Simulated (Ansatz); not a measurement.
# 3-layer 1T-SnO2 (AA) in a perpendicular field

Wanted: the out-of-plane response of the 3-layer 1T-SnO2 (AA). A positive field points along +c.

Program: Ansatz 0.2.0. Level of theory: plane-wave DFT, PBE-D4, Ansatz PAW, in the first sound run; inputs show where later runs differ. Results are calculated unless marked as measured.

This is a report of a sequence of runs, with most program output left out.

## Step 1: Set-up

The cell holds 9 atoms: 6 O and 3 Sn. Its edges and angles: a = 3.220 Å, b = 3.220 Å, c = 53.367 Å, α = 90.0°, β = 90.0°, γ = 120.0°. Regions: layer 1: 1T-SnO2, 3 atoms (2 O and 1 Sn); layer 2: 1T-SnO2, 3 atoms (2 O and 1 Sn); layer 3: 1T-SnO2, 3 atoms (2 O and 1 Sn). Vacuum lies along c.

## Step 2: Relaxation

The starting cell is a guess, so the in-plane lattice and the atoms are relaxed first, with the slab cut off from its images along the normal.

input.yaml reads:

```yaml
crystal:
  lattice:
    - [3.22, 0.0, 0.0]
    - [-1.61, 2.7886018002, 0.0]
    - [0.0, 0.0, 53.3665631449]
  atoms:
    - { symbol: O, position: [0.6666666667, 0.3333333333, 0.3953786558] }
    - { symbol: Sn, position: [0.0, 0.0, 0.4121387231] }
    - { symbol: O, position: [0.3333333333, 0.6666666667, 0.4288987904] }
    - { symbol: O, position: [0.6666666667, 0.3333333333, 0.4832399327] }
    - { symbol: Sn, position: [0.0, 0.0, 0.5] }
    - { symbol: O, position: [0.3333333333, 0.6666666667, 0.5167600673] }
    - { symbol: O, position: [0.6666666667, 0.3333333333, 0.5711012096] }
    - { symbol: Sn, position: [0.0, 0.0, 0.5878612769] }
    - { symbol: O, position: [0.3333333333, 0.6666666667, 0.6046213442] }
  periodic: [true, true, false]
kpoints:
  mp_grid: { grid: [12, 12, 1] }
hamiltonian:
  xc: pbe
  dispersion: d4
scf:
  occupations: { method: fermi_dirac, width: 0.05 }
  convergence: { dr2_threshold: 1.0e-09 }
relax:
  f_tol: 0.004
  max_steps: 90
  cell: {}
output:
  write_potential: true
  write_density: true
  volumetric_format: npy
```

Command:

```bash
ansatz run input.yaml --threads 4 --pin off --max-ram 6144MiB --backend cpu --events-out ev --progress --plain --runs-dir out
```

Run time: 28 s. Hardware: 4 threads of AMD EPYC 9R14 (Zen 4), shared host; peak memory 1.2 GiB.

Step by step:

```csv
step,energy less that of the first step (eV),largest force component (eV/Å),volume (Å³)
1,0.0000,1.7013,479.19
2,-0.5748,0.0838,468.83
3,-0.5885,0.0226,478.26
4,-0.5900,0.0054,477.49
5,-0.5900,0.0005,477.48
6*,-0.5880,0.0005,477.48
```

Relaxation steps marked * repeat the geometry before them on a plane-wave basis chosen anew for their cell, so energy and pressure can jump there.

The run keeps the 12 symmetry operations that it works with, so distortions that break them were not tested.

```csv
cell as run,before,after,change
a (Å),3.220,3.214,-0.2 %
b (Å),3.220,3.214,-0.2 %
```

The atoms that moved most (Å, along periodic axes as changes of fractional coordinates times the final cell, across vacuum about the mean position):

```csv
atom,dx,dy,dz,length
O3,0.000,0.000,0.254,0.254
O7,0.000,0.000,-0.254,0.254
Sn2,0.000,0.000,0.138,0.138
Sn8,0.000,0.000,-0.138,0.138
O6,0.000,0.000,0.115,0.115
O4,0.000,0.000,-0.115,0.115
O1,0.000,0.000,0.018,0.018
O9,0.000,0.000,-0.018,0.018
```

The relaxed structure:

```cif
data_structure
_symmetry_space_group_name_H-M 'P 1'
_symmetry_Int_Tables_number 1
_cell_length_a 3.2142
_cell_length_b 3.2142
_cell_length_c 53.3666
_cell_angle_alpha 90.000
_cell_angle_beta 90.000
_cell_angle_gamma 120.000
_cell_volume 477.48
loop_
_atom_site_label
_atom_site_type_symbol
_atom_site_fract_x
_atom_site_fract_y
_atom_site_fract_z
_atom_site_occupancy
O1 O 0.66667 0.33333 0.39572 1
Sn2 Sn 0.00000 0.00000 0.41472 1
O3 O 0.33333 0.66667 0.43366 1
O4 O 0.66667 0.33333 0.48108 1
Sn5 Sn 0.00000 0.00000 0.50000 1
O6 O 0.33333 0.66667 0.51892 1
O7 O 0.66667 0.33333 0.56634 1
Sn8 Sn 0.00000 0.00000 0.58528 1
O9 O 0.33333 0.66667 0.60428 1
```

This step gave:

- gap on the k-mesh: 2.153 eV

The lattice constant a goes from 3.220 to 3.214 Å.

## Step 3: Single point, field 0, start network

A sawtooth potential applies the field, turning back in the middle of the vacuum. With the dipole correction the typed value is the field outside the slab. The induced dipole is small, so the SCF threshold is tight.

The cell differs from the one that the last finished run ended in (c 53.367 → 29.130 Å).

input.yaml reads:

```yaml
crystal:
  lattice:
    - [3.2142496997, 0.0, 0.0]
    - [-1.6071248499, 2.7836218941, 0.0]
    - [0.0, 0.0, 29.1302968556]
  atoms:
    - { symbol: O, position: [0.6666666667, 0.3333333333, 0.3089566867] }
    - { symbol: Sn, position: [0.0, 0.0, 0.3437686084] }
    - { symbol: O, position: [0.3333333333, 0.6666666667, 0.3784620128] }
    - { symbol: O, position: [0.6666666667, 0.3333333333, 0.4653328187] }
    - { symbol: Sn, position: [0.0, 0.0, 0.5] }
    - { symbol: O, position: [0.3333333333, 0.6666666667, 0.5346671813] }
    - { symbol: O, position: [0.6666666667, 0.3333333333, 0.6215379872] }
    - { symbol: Sn, position: [0.0, 0.0, 0.6562313916] }
    - { symbol: O, position: [0.3333333333, 0.6666666667, 0.6910433133] }
kpoints:
  mp_grid: { grid: [18, 18, 1] }
  band_path:
    path: [[0, 0, 0], [0.5, 0, 0], [0.33333333, 0.33333333, 0], [0, 0, 0]]
    npoints: 16
hamiltonian:
  xc: pbe
  dispersion: d4
scf:
  occupations: { method: fermi_dirac, width: 0.02585 }
  convergence: { dr2_threshold: 1.0e-10 }
efield:
  axis: 3
  dipole_correction: true
  ramp_position: 0.97
  ramp_width: 0.06
  amplitude: 0
output:
  dos: { projected: true, e_range: [-6, 5] }
  bader: true
  write_potential: true
  write_density: true
  volumetric_format: npy
  elf: true
```

Wall time 29 s (4 threads); peak memory 0.95 GiB; 1.9 min of CPU time.

Numbers from this step:

| Quantity | Value |
| --- | --- |
| gap on the k-mesh | 2.150 eV |
| dipole along the normal | -8.37e-7 e·Å |
| gap along the path | 2.147 eV |
| smallest direct gap along the path | 2.349 eV |
| ionisation energy, upper face | 8.224 eV |
| electron affinity, upper face | 6.076 eV |
| gap, the smaller of path and mesh | 2.147 eV |

Running mean over a fixed 2.8 Å (it still follows the layers) of the planar mean; the ramp of the sawtooth is left out. Electron's electrostatic potential energy less the Fermi level against z:

```csv
z (Å),electron's electrostatic potential energy less the Fermi level (eV)
4,7.10
5,7.10
6,7.09
7,6.82
8,2.80
9,-1.28
10,-5.42
11,-1.46
12,1.21
13,0.376
14,-3.66
15,-4.32
16,0.0482
17,1.39
18,-0.940
19,-5.33
20,-1.90
21,2.10
22,6.62
23,7.08
24,7.10
25,7.10
```

The density of states has structure finer than the step of the table below, so its rows give means over 0.25 eV, whole bins alone (the curve runs from -6 to 3.02 eV). Peaks (eV: height): -4.920: 9.47, -2.770: 10.8, -2.550: 10.7, -1.700: 19.2, -1.340: 19.4, -1.260: 22.1, -1.180: 22.0.

Density of states against energy, zero at the Fermi level of the run, which the smearing sets inside the gap; means over each step:

```csv
energy (eV),density of states (states/eV a cell)
-5.75,1.16
-5.50,2.52
-5.25,5.91
-5.00,7.57
-4.75,4.70
-4.50,5.17
-4.25,6.24
-4.00,5.74
-3.75,4.57
-3.50,4.26
-3.25,4.01
-3.00,4.32
-2.75,7.64
-2.50,7.33
-2.25,4.86
-2.00,6.43
-1.75,14.9
-1.50,9.32
-1.25,17.7
-1.00,0.171
-0.75,0
-0.50,0
-0.25,0
0.00,0
0.25,0
0.50,0
0.75,0
1.00,0.0218
1.25,0.126
1.50,0.162
1.75,0.324
2.00,0.364
2.25,0.601
2.50,0.699
2.75,0.796
```

Projected DOS per atom over height of the atomic layer and energy from the Fermi level. Layers: O Sn O O Sn O O Sn O from below.

Ten even steps from '_' (0.00 states/eV) to '@' (2.32 states/eV), each cell a mean:
```
__________________
__________________
__________________
__________________
__________________
__________________
__________________
__________________
__________________
__________________
@@__@@@@__@@@@__@@
@@__%%%%__%%%%__@@
--__--==__==--__--
++__====__====__++
--__--==__==--__--
::__::::__::::__::
::__::::__::::__::
--..----..----..--
::..::::..::::..::
--::----::----::--
......::..::......
__________________
```
Columns: height of the atomic layer (Å) from 9 to 20.1 (not evenly spaced); rows upwards: energy from the Fermi level (eV) from -5.96 to 2.95.

The electronic bands at the labelled points (eV, zero at the Fermi level of the run, which the smearing sets inside the gap):

```csv
point,band 36,band 37,band 38,band 39,band 40,band 41,band 42,band 43
Γ,-1.95,-1.95,-1.85,-1.33,1.02,1.55,2.11,4.50
halfway,-1.64,-1.61,-1.35,-1.16,3.28,3.40,3.55,5.76
M,-1.56,-1.41,-1.39,-1.36,4.19,4.23,4.28,6.02
halfway,-1.47,-1.40,-1.26,-1.22,4.67,4.68,4.69,6.89
K,-1.41,-1.41,-1.21,-1.21,5.04,5.08,5.11,8.08
halfway,-1.76,-1.47,-1.24,-1.14,3.74,3.81,3.88,6.32
Γ,-1.95,-1.95,-1.85,-1.33,1.02,1.55,2.11,4.50
```

ELF in the ca plane at fractional y = 0.000, with atoms of Sn within 0.2 Å of it. It is the smooth field of the valence electrons, not physical close to the nuclei.

Values, 5 rows by 16 columns, each cell a mean:
```
0.00 0.00 0.00 0.00 0.00 0.00 0.02 0.14 0.10 0.17 0.05 0.05 0.17 0.10 0.15 0.02
0.00 0.00 0.00 0.00 0.00 0.01 0.12 0.36 0.20 0.31 0.19 0.17 0.32 0.20 0.35 0.06
0.00 0.00 0.00 0.00 0.00 0.01 0.20 0.54 0.21 0.43 0.28 0.26 0.45 0.20 0.52 0.09
0.00 0.00 0.00 0.00 0.00 0.00 0.07 0.26 0.19 0.24 0.13 0.12 0.25 0.19 0.26 0.04
0.00 0.00 0.00 0.00 0.00 0.00 0.01 0.14 0.06 0.16 0.04 0.04 0.16 0.05 0.15 0.01
```
Columns run along c (16.0 Å, from fractional 0.05 to 0.60 of the cell), rows up along a (3.2 Å). Atoms in or near the plane, at fractional coordinates: Sn at (0.34, 0.00), Sn at (0.50, 0.00).

Valence density in the ca plane at fractional y = 0.000, with atoms of Sn within 0.2 Å of it. It is the smooth field of the valence electrons, not physical close to the nuclei.

Ten steps, logarithmic in the rise over the least value, from '0' (0 e/Å³) to '9' (14 e/Å³), each cell a mean:
```
00000000000000000000136997310000025898521000
00000000000000000000124554210000113565321000
00000000000000000001122222221000122222221000
00000000000000000001222222221001122222222100
00000000000000000001222222221000122222221100
00000000000000000000123443211000122343221000
00000000000000000000125775310000014677421000
00000000000000000000137997410000025899521000
```
Columns run along c (16.0 Å, from fractional 0.05 to 0.60 of the cell), rows up along a (3.2 Å). Atoms in or near the plane, at fractional coordinates: Sn at (0.34, 0.00), Sn at (0.50, 0.00).

Electrostatic potential energy in the ca plane at fractional y = 0.000, with atoms of Sn within 0.2 Å of it. With pseudopotentials it is smooth inside the atoms' cores, unlike the true potential.

Values in eV, 5 rows by 16 columns, each cell a mean:
```
  7   7   7   7   7   7   6  -4  -1  -9   4   4  -9  -1  -5   5
  7   7   7   7   7   7   7   2  -9  -3   5   6  -3  -9   2   6
  7   7   7   7   7   7   7   4   0   1   6   6   1   0   3   7
  7   7   7   7   7   7   7   1 -12  -7   5   5  -6 -12   0   6
  7   7   7   7   7   7   6  -5   5  -7   3   4  -8   6  -6   5
```
Columns run along c (16.0 Å, from fractional 0.05 to 0.60 of the cell; values clipped at the 3rd and 97th percentile), rows up along a (3.2 Å). Atoms in or near the plane, at fractional coordinates: Sn at (0.34, 0.00), Sn at (0.50, 0.00).

The gap is 2.15 eV, with the valence edge 8.22 eV and the conduction edge 6.08 eV under the upper vacuum level.

## Step 4: Atoms held, field 0.03 V/Å

Edit input.yaml of step 3 so:

```diff
@@ -31,6 +31,4 @@
   ramp_width: 0.06
-  amplitude: 0
+  amplitude: 0.03
 output:
-  dos: { projected: true, e_range: [-6, 5] }
-  bader: true
   write_potential: true
@@ -38,2 +36 @@
   volumetric_format: npy
-  elf: true
```

Wall time 14 s (4 threads); peak memory 0.91 GiB; 53 s of CPU time.

The dipole is 0.0134 e·Å, and the gap 2.141 eV.

## Step 5: Single point, field -0.03 V/Å

Edit input.yaml of step 4 so:

```diff
@@ -31,3 +31,3 @@
   ramp_width: 0.06
-  amplitude: 0.03
+  amplitude: -0.03
 output:
```

The job ended after 14 s (4 threads; peak memory 0.9 GiB).

The dipole is -0.0134 e·Å, and the gap 2.141 eV.

## Step 6: Atoms held, field 0.15 V/Å

Edit input.yaml of step 5 so:

```diff
@@ -29,5 +29,5 @@
   dipole_correction: true
-  ramp_position: 0.97
-  ramp_width: 0.06
-  amplitude: -0.03
+  ramp_position: 0.9437
+  ramp_width: 0.1126
+  amplitude: 0.15
 output:
```

The job ended after 14 s (4 threads; peak memory 0.91 GiB; 54 s of CPU time).

The dipole is 0.0672 e·Å, and the gap 1.986 eV.

## Step 7: Single point, field 0.25 V/Å

Edit input.yaml of step 6 so:

```diff
@@ -31,3 +31,3 @@
   ramp_width: 0.1126
-  amplitude: 0.15
+  amplitude: 0.25
 output:
```

It took 14 s on 4 threads; peak memory 0.88 GiB.

The dipole is 0.112 e·Å, and the gap 1.762 eV.

## Step 8: Atoms held, field -0.25 V/Å

Edit input.yaml of step 7 so:

```diff
@@ -31,4 +31,6 @@
   ramp_width: 0.1126
-  amplitude: 0.25
+  amplitude: -0.25
 output:
+  dos: { projected: true, e_range: [-6, 5] }
+  bader: true
   write_potential: true
@@ -36 +38,2 @@
   volumetric_format: npy
+  elf: true
```

It took 31 s on 4 threads; peak memory 0.94 GiB; 2 min of CPU time.

The dipole is -0.112 e·Å, and the gap 1.762 eV.

## Step 9: Response, atoms held

This step: plane-wave DFT, PBE-D4, Ansatz PAW; response to a field along the normal, atoms held (Ansatz 0.2.0).

The dipoles give the slope, and the difference of two potentials shows where the field is screened.

This step gave:

```yaml
equivalent_conductor_thickness_p_eps_0ae: 9.057 Å
distance_between_the_outer_atoms: 11.13 Å
```

Dipole of the cell against applied field:

```csv
applied field (V/Å),dipole of the cell (e·Å)
-0.250,-0.112
-0.030,-0.0134
0.000,-8.4e-7
0.030,0.0134
0.150,0.0672
0.250,0.112
```

Local field over the applied field, running mean. From the potentials at -0.03 and 0.03 V/Å; running mean over 2.5 Å. Table of local field over applied field by z:

```csv
z (Å),local field over applied field
4.5,1.000
5.0,0.999
5.5,0.998
6.0,0.992
6.5,0.972
7.0,0.919
7.5,0.810
8.0,0.666
8.5,0.500
9.0,0.343
9.5,0.225
10.0,0.185
10.5,0.213
11.0,0.309
11.5,0.411
12.0,0.472
12.5,0.476
13.0,0.423
13.5,0.324
14.0,0.222
14.5,0.182
15.0,0.204
15.5,0.295
16.0,0.401
16.5,0.468
17.0,0.478
17.5,0.433
18.0,0.337
18.5,0.233
19.0,0.186
19.5,0.206
20.0,0.307
20.5,0.457
21.0,0.623
21.5,0.775
22.0,0.896
22.5,0.963
23.0,0.989
23.5,0.997
24.0,0.999
24.5,1.000
25.0,1.000
```

Electrons, planar mean, per unit field. Table of induced electron density by z:

z (Å), induced electron density (e/Å³ per V/Å) and a bar from the least value:
```
      4.5    0.00000 ###############
      5.0    0.00000 ###############
      5.5    0.00001 ###############
      6.0    0.00003 ###############
      6.5    0.00011 ################
      7.0    0.00038 #################
      7.5    0.00113 ####################
      8.0    0.00273 ############################
      8.5    0.00314 ##############################
      9.0    0.00156 #######################
      9.5    0.00058 ##################
     10.0   -0.00004 ###############
     10.5   -0.00042 #############
     11.0   -0.00147 ########
     11.5   -0.00263 ###
     12.0   -0.00165 #######
     12.5    0.00123 #####################
     13.0    0.00281 ############################
     13.5    0.00120 #####################
     14.0    0.00088 ###################
     14.5   -0.00001 ###############
     15.0   -0.00025 ##############
     15.5   -0.00168 #######
     16.0   -0.00240 ####
     16.5   -0.00192 ######
     17.0    0.00093 ####################
     17.5    0.00286 #############################
     18.0    0.00113 ####################
     18.5    0.00113 ####################
     19.0    0.00001 ###############
     19.5   -0.00008 ###############
     20.0   -0.00202 #####
     20.5   -0.00238 ####
     21.0   -0.00318 
     21.5   -0.00146 ########
     22.0   -0.00050 #############
     22.5   -0.00016 ##############
     23.0   -0.00004 ###############
     23.5   -0.00001 ###############
     24.0    0.00000 ###############
     24.5    0.00000 ###############
     25.0    0.00000 ###############
```

The smaller of the gaps on the path and on the k-mesh, counted as 0 under 0.03 eV. Table of gap by applied field:

```csv
applied field (V/Å),gap (eV)
-0.250,1.76
-0.030,2.14
0.000,2.15
0.030,2.14
0.150,1.99
0.250,1.76
```

By hand: between -0.03 and 0.03 V/Å the dipole changes by 0.02687 e·Å, a slope of 0.4478 e·Å²/V. A perfect conductor of thickness t has p = ε₀AEt, so t = 180.95 × 0.4478 / 8.947 = 9.06 Å (e/ε₀ = 180.95 V·Å, A in Å²).

The induced dipole is that of a conductor 9.06 Å thick.

## Step 10: Field on, atoms free, field 0.1 V/Å

This step: plane-wave DFT, PBE-D4, Ansatz PAW (Ansatz 0.2.0).

Now the atoms may follow the field. A weak field makes forces of meV/Å to tens of meV/Å, so the force tolerance is set well below the usual one.

Edit input.yaml of step 8 so:

```diff
@@ -16,6 +16,3 @@
 kpoints:
-  mp_grid: { grid: [18, 18, 1] }
-  band_path:
-    path: [[0, 0, 0], [0.5, 0, 0], [0.33333333, 0.33333333, 0], [0, 0, 0]]
-    npoints: 16
+  mp_grid: { grid: [12, 12, 1] }
 hamiltonian:
@@ -31,6 +28,7 @@
   ramp_width: 0.1126
-  amplitude: -0.25
+  amplitude: 0.1
+relax:
+  f_tol: 0.001
+  max_steps: 60
 output:
-  dos: { projected: true, e_range: [-6, 5] }
-  bader: true
   write_potential: true
@@ -38,2 +36 @@
   volumetric_format: npy
-  elf: true
```

Elapsed: 10 s, on 4 threads; peak memory 0.74 GiB; 39 s of CPU time.

No atom moved by 0.005 Å in the relaxation.

Numbers from this step:

* gap on the k-mesh: 2.109 eV
* dipole along the normal: 0.05064 e·Å

The relaxation took 3 steps and lowered the energy by 3.0e-4 eV; the largest force on the free atoms ends at 2.4e-4 eV/Å.

The dipole is 0.0506 e·Å, and the gap on the mesh 2.109 eV.

## Step 11: Field on, atoms free, field -0.1 V/Å

The opposite sign, again from the field-free geometry; the difference of the two cancels what relaxes without a field.

Edit input.yaml of step 10 so:

```diff
@@ -28,3 +28,3 @@
   ramp_width: 0.1126
-  amplitude: 0.1
+  amplitude: -0.1
 relax:
```

Elapsed: 10 s, on 4 threads; peak memory 0.74 GiB; 40 s of CPU time.

No atom moved by 0.005 Å in the relaxation.

Numbers from this step:

* dipole along the normal: -0.05064 e·Å

The relaxation took 3 steps and lowered the energy by 3.0e-4 eV; the largest force on the free atoms ends at 2.4e-4 eV/Å.

The dipole is -0.0506 e·Å, and the gap on the mesh 2.109 eV.

(Part 1 of 2 ends here.)

[Logs are printed without paths, hosts, clocks, repeated set-up lines and the standing remarks that a program may print on its own settings, such as how far it seeks lower states.]

[Hosts, paths, dates, database ids (printed as entryN), source tags and the programs' standing remarks are cut or masked in the printed files.]

[Maps of the electrostatic potential energy from Ansatz leave out the sawtooth potential of an applied field or a dipole correction, so their vacuum need not be flat; planar profiles and work functions include it.]

[The density of states shown here was stored with 400 of the rows of the run's finer table, so its peaks can read low, often by over a quarter, or be missed, and its means over a window can be off by a tenth or more.]
